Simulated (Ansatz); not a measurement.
# CaLa2S4 (I-42d): the host for defect calculations, part 3 of 3

Aim: the runs on the perfect crystal CaLa2S4 (I-42d) that a defect calculation needs first.

Ansatz 0.2.0; plane-wave PAW DFT, PBEsol; relaxation of the host's cell and atoms (the session's first sound run).

So far. Step 3 (Dielectric tensors of the host): The principal values of the electronic dielectric tensor are 7.84, 7.84 and 7.91. The principal values of the static dielectric tensor are 19.34, 19.34 and 21.06.

## 5. Defect free supercell relaxed from displaced atoms

This step: plane-wave PAW DFT, PBEsol; relaxation of the defect-free supercell from random displacements, a test of the host's stability (Ansatz 0.2.0).

File pristine.rattled/input.yaml:

```yaml
crystal:
  lattice:
    - [8.5472905658, 0.0, 0.0]
    - [0.0, 8.5472905658, 0.0]
    - [0.0, 0.0, 8.5929381316]
  atoms:
    - { symbol: Ca, position: [0.0, 0.0, 0.0] }
    - { symbol: Ca, position: [0.5, 0.5, 0.5] }
    - { symbol: Ca, position: [0.0, 0.5, 0.25] }
    - { symbol: Ca, position: [0.5, 0.0, 0.75] }
    - { symbol: La, position: [0.3705678085, 0.75, 0.125] }
    - { symbol: La, position: [0.8705678085, 0.25, 0.625] }
    - { symbol: La, position: [0.25, 0.1294321915, 0.375] }
    - { symbol: La, position: [0.75, 0.6294321915, 0.875] }
    - { symbol: La, position: [0.1294321915, 0.75, 0.625] }
    - { symbol: La, position: [0.6294321915, 0.25, 0.125] }
    - { symbol: La, position: [0.25, 0.3705678085, 0.875] }
    - { symbol: La, position: [0.75, 0.8705678085, 0.375] }
    - { symbol: S, position: [0.074636923, 0.82256139, 0.3005585889] }
    - { symbol: S, position: [0.574636923, 0.32256139, 0.8005585889] }
    - { symbol: S, position: [0.32256139, 0.074636923, 0.0505585889] }
    - { symbol: S, position: [0.82256139, 0.574636923, 0.5505585889] }
    - { symbol: S, position: [0.32256139, 0.425363077, 0.1994414111] }
    - { symbol: S, position: [0.82256139, 0.925363077, 0.6994414111] }
    - { symbol: S, position: [0.17743861, 0.425363077, 0.5505585889] }
    - { symbol: S, position: [0.67743861, 0.925363077, 0.0505585889] }
    - { symbol: S, position: [0.425363077, 0.82256139, 0.4494414111] }
    - { symbol: S, position: [0.925363077, 0.32256139, 0.9494414111] }
    - { symbol: S, position: [0.074636923, 0.67743861, 0.9494414111] }
    - { symbol: S, position: [0.574636923, 0.17743861, 0.4494414111] }
    - { symbol: S, position: [0.17743861, 0.074636923, 0.6994414111] }
    - { symbol: S, position: [0.67743861, 0.574636923, 0.1994414111] }
    - { symbol: S, position: [0.425363077, 0.67743861, 0.8005585889] }
    - { symbol: S, position: [0.925363077, 0.17743861, 0.3005585889] }
basis:
  ecutwfc: 420
  xc_grid: 2
hamiltonian:
  xc: pbesol
kpoints:
  mp_grid: { grid: [1, 1, 1] }
scf:
  occupations: { method: fermi_dirac, width: 0.01 }
  max_iter: 80
output:
  forces: true
relax:
  f_tol: 0.01
  max_steps: 120
  random_displacement: { amplitude: 0.08, seed: 1580 }
```

Run with:

```bash
ansatz run input.yaml --threads 8 --pin off --max-ram 14131MiB --backend cpu --events-out ev --progress --plain --runs-dir out
```

Numbers of over 12 decimals in the logs are rounded to 6 here.

The program printed:

```text
[...]
Crystal: 28 atoms, lattice volume = 627.767 Å³
Basis set: ecut = 420 eV, 12245 PW (Γ), exchange–correlation on 120×120×120 points (8 copies of the dense FFT grid, shifted against one another)
Bands: 140, of which v1, the nominal top of the filled ones, is band 112 counted from 1 (111 counted from 0)
Symmetry: 1 space group operations
k-points: 1
[...]
SCF iter   1: F=—  HF=-70682.058911 eV  |F-HF|=—  |Δ(HF+E_count)|=         —  Δρ=5.49e-3  dr2=1.74e-1  ethr=1.77e-3  ⟨swp⟩=8.0  Hψ=577  notcnv=0  defer=7
[...]
SCF iter   6: F=-70682.042854 eV  HF=-70682.042854 eV  |F-HF|=7.77e-7  |Δ(HF+E_count)|=   1.06e-6  Δρ=9.61e-6  dr2=1.30e-6  ethr=1.12e-9  ⟨swp⟩=5.0  Hψ=492  notcnv=0
SCF 1 converged in 6 iterations: F = -70682.042854 eV  dr2 = 1.30e-6
[...]
relax step   1: F+E_penalty+E_count = -70682.04285371 eV  Δ(F+E_penalty+E_count) = +0.000e0 eV  max|allowed force component| = 7.197e-1 eV/Å  Δτ_max = 0.0000 Å  (6 SCF iters, dr2 threshold 2.50e-6 eV, accepted)
[...]
relax step   2: F+E_penalty+E_count = -70682.16550016 eV  Δ(F+E_penalty+E_count) = -1.226e-1 eV  max|allowed force component| = 1.063e0 eV/Å  Δτ_max = 0.1992 Å  (6 SCF iters, dr2 threshold 3.24e-5 eV, accepted)
relax step   3: F+E_penalty+E_count = -70682.77481010 eV  Δ(F+E_penalty+E_count) = -6.093e-1 eV  max|allowed force component| = 5.046e-2 eV/Å  Δτ_max = 0.1326 Å  (5 SCF iters, dr2 threshold 7.06e-5 eV, accepted)
relax step   4: F+E_penalty+E_count = -70682.77481458 eV  Δ(F+E_penalty+E_count) = -4.478e-6 eV  max|allowed force component| = 5.025e-2 eV/Å  Δτ_max = 0.0000 Å  (4 SCF iters, accepted)
relax step   5: F+E_penalty+E_count = -70682.77870019 eV  Δ(F+E_penalty+E_count) = -3.886e-3 eV  max|allowed force component| = 7.444e-3 eV/Å  Δτ_max = 0.0151 Å  (5 SCF iters, dr2 threshold 1.58e-7 eV, accepted)
[...]
SCF iter   2: F=-70682.778700 eV  HF=-70682.778700 eV  |F-HF|=1.20e-8  |Δ(HF+E_count)|=   1.25e-5  Δρ=2.13e-6  dr2=2.47e-8  ethr=3.34e-11  ⟨swp⟩=4.0  Hψ=476  notcnv=0
SCF 6 converged in 2 iterations: F = -70682.778700 eV  dr2 = 2.47e-8
relax step   6: F+E_penalty+E_count = -70682.77870020 eV  Δ(F+E_penalty+E_count) = -1.623e-8 eV  max|allowed force component| = 7.446e-3 eV/Å  Δτ_max = 0.0000 Å  (2 SCF iters, accepted)
SCF converged after 2 iterations
Free energy (F): -70682.778700 eV
[...]
Internal energy: -70682.778700 eV  (E = F + TS)
E sigma→0 (E₀):  -70682.778700 eV
Fermi energy:    9.968164 eV
[...]
--- Forces (eV/Å), atoms counted from 1 ---
  atom   1  Ca     0.00166339     0.00027392     0.00079908
  atom   2  Ca    -0.00216633     0.00158673    -0.00031214
  atom   3  Ca    -0.00119332     0.00030406     0.00024126
  atom   4  Ca     0.00115222    -0.00068446    -0.00137250
  atom   5  La     0.00311838    -0.00043914     0.00046325
  atom   6  La     0.00438339    -0.00159336    -0.00147800
  atom   7  La    -0.00198002    -0.00323456     0.00003013
  atom   8  La     0.00159201    -0.00342338    -0.00282062
  atom   9  La    -0.00399501    -0.00074845    -0.00229805
  atom  10  La    -0.00446407     0.00063229     0.00216911
  atom  11  La     0.00195999     0.00232676     0.00040850
  atom  12  La    -0.00091070     0.00533705     0.00077455
  atom  13  S     -0.00174755     0.00534637     0.00331070
  atom  14  S     -0.00190673     0.00520651     0.00275924
  atom  15  S      0.00744581    -0.00227444     0.00014618
  atom  16  S      0.00459612    -0.00110278    -0.00166107
  atom  17  S      0.00699728     0.00295787     0.00141565
  atom  18  S      0.00633239     0.00220326    -0.00003673
  atom  19  S     -0.00613773    -0.00129199     0.00048540
  atom  20  S     -0.00723521     0.00105905     0.00121760
  atom  21  S      0.00290324     0.00536181    -0.00095890
  atom  22  S      0.00183190     0.00666782    -0.00466389
  atom  23  S     -0.00196232    -0.00364368     0.00080787
  atom  24  S     -0.00340306    -0.00472564     0.00096555
  atom  25  S     -0.00462974    -0.00251827     0.00084525
  atom  26  S     -0.00710536    -0.00215736     0.00026452
  atom  27  S      0.00303583    -0.00737122    -0.00054747
  atom  28  S      0.00183062    -0.00398904    -0.00092061
  max |Σ_I F_I| component: 6.57e-5 eV/Å
--- Relaxed structure (6 steps of the walk, 6 accepted, 0 SCFs on fresh bases) ---
  F+E_penalty+E_count = -70682.77870020 eV   max|allowed force component| = 7.446e-3 eV/Å
  atoms:
    - { symbol: Ca, position: [-0.001906, 1.3022607669823708e-5, 0.001570] }
    - { symbol: Ca, position: [0.498272, 0.500031, 0.501582] }
    - { symbol: Ca, position: [-0.001746, 0.499993, 0.251616] }
    - { symbol: Ca, position: [0.498098, 0.000108, 0.751622] }
    - { symbol: La, position: [0.368333, 0.750052, 0.126617] }
    - { symbol: La, position: [0.868336, 0.250094, 0.626594] }
    - { symbol: La, position: [0.248251, 0.129883, 0.376523] }
    - { symbol: La, position: [0.748086, 0.629876, 0.876712] }
    - { symbol: La, position: [0.127993, 0.750114, 0.626655] }
    - { symbol: La, position: [0.628010, 0.250001, 0.126527] }
    - { symbol: La, position: [0.248074, 0.370260, 0.876507] }
    - { symbol: La, position: [0.748240, 0.870165, 0.376654] }
    - { symbol: S, position: [0.077184, 0.831764, 0.294963] }
    - { symbol: S, position: [0.577160, 0.331914, 0.795086] }
    - { symbol: S, position: [0.329840, 0.079031, 0.044981] }
    - { symbol: S, position: [0.830010, 0.579087, 0.545258] }
    - { symbol: S, position: [0.329976, 0.420996, 0.207930] }
    - { symbol: S, position: [0.829854, 0.921084, 0.708169] }
    - { symbol: S, position: [0.166497, 0.421197, 0.544991] }
    - { symbol: S, position: [0.666398, 0.921045, 0.045180] }
    - { symbol: S, position: [0.419145, 0.831885, 0.458065] }
    - { symbol: S, position: [0.919153, 0.331727, 0.958254] }
    - { symbol: S, position: [0.077154, 0.668171, 0.958001] }
    - { symbol: S, position: [0.577218, 0.168314, 0.458079] }
    - { symbol: S, position: [0.166305, 0.079161, 0.707955] }
    - { symbol: S, position: [0.666472, 0.579014, 0.208181] }
    - { symbol: S, position: [0.419148, 0.668423, 0.795109] }
    - { symbol: S, position: [0.919179, 0.168187, 0.295228] }
```

It took 5.8 s on 8 threads of Arm Neoverse V1, shared host; peak memory 0.69 GiB; 37 s of CPU time.

Step by step:

| step | energy less that of the first step (eV) | largest force component (eV/Å) |
| --- | --- | --- |
| 1 | 0.0000 | 0.7197 |
| 2 | -0.1226 | 1.0626 |
| 3 | -0.7320 | 0.0505 |
| 4 | -0.7320 | 0.0502 |
| 5 | -0.7358 | 0.0074 |
| 6 | -0.7358 | 0.0074 |

The atoms that moved most (Å, from the sites as typed, ahead of the random displacement, the mean shift of all atoms taken out):

```
atom      dx      dy      dz  length
 S14   0.037   0.079  -0.061   0.107
 S21  -0.037   0.079   0.060   0.106
 S13   0.037   0.078  -0.062   0.106
 S23   0.037  -0.080   0.060   0.106
 S25  -0.080   0.038   0.059   0.106
 S22  -0.037   0.078   0.062   0.106
 S28  -0.037  -0.080  -0.059   0.106
 S24   0.038  -0.078   0.061   0.106
```

Final coordinates:

```xyz
28
Lattice="8.5473 0.0000 0.0000 0.0000 8.5473 0.0000 0.0000 0.0000 8.5929" Properties=species:S:1:pos:R:3 pbc="T T T"
Ca   -0.0163    0.0001    0.0135
Ca    4.2589    4.2739    4.3101
Ca   -0.0149    4.2736    2.1621
Ca    4.2574    0.0009    6.4586
La    3.1482    6.4109    1.0880
La    7.4219    2.1376    5.3843
La    2.1219    1.1101    3.2354
La    6.3941    5.3837    7.5335
La    1.0940    6.4114    5.3848
La    5.3678    2.1368    1.0872
La    2.1204    3.1647    7.5318
La    6.3954    7.4375    3.2366
S     0.6597    7.1093    2.5346
S     4.9332    2.8370    6.8321
S     2.8192    0.6755    0.3865
S     7.0943    4.9496    4.6854
S     2.8204    3.5984    1.7867
S     7.0930    7.8728    6.0852
S     1.4231    3.6001    4.6831
S     5.6959    7.8724    0.3882
S     3.5826    7.1104    3.9361
S     7.8563    2.8354    8.2342
S     0.6595    5.7110    8.2320
S     4.9336    1.4386    3.9362
S     1.4215    0.6766    6.0834
S     5.6965    4.9490    1.7889
S     3.5826    5.7132    6.8323
S     7.8565    1.4375    2.5369
```

The relaxation ends 26 meV an atom lower than the displaced start, with a largest force component of 0.0074 eV/Å.

## 6. Outcome

| Quantity | Value |
| --- | --- |
| primitive cell vectors, lengths | 7.415, 7.415, 7.415 Å |
| electronic dielectric constant | (7.84, 7.84, 7.91) along x, y and z |
| static dielectric constant | (19.34, 19.34, 21.06) along x, y and z |
| gap on the k-mesh of the response run (PBEsol) | 1.93 eV |
| symmetric supercell less the displaced and relaxed one | 0.258 eV |

Step 5: The energy fell by 0.736 eV from the randomly displaced start; against the sites as typed, S14 ends farthest off, by 0.11 Å, once the mean shift is taken out. The displaced cell ends lower than the symmetric single point but keeps its space group (within 0.06 Å): the coarse k-points move the atoms along free coordinates. At these k-points the unrelaxed cell is no safe reference for defect energies. The k-mesh can miss the band edges, so this gap is an upper bound at this level. All at zero temperature.

[Logs are printed without paths, hosts, clocks, repeated set-up lines and the standing remarks that a program may print on its own settings, such as how far it seeks lower states.]

[Hosts, paths, dates, database ids (printed as entryN), source tags and the programs' standing remarks are cut or masked in the printed files.]

[Runs of the host that timed out are not shown.]

[For some hosts the program warned that the k-mesh of the response run may be too coarse for force constants and the static dielectric constant; such warnings are not always shown.]
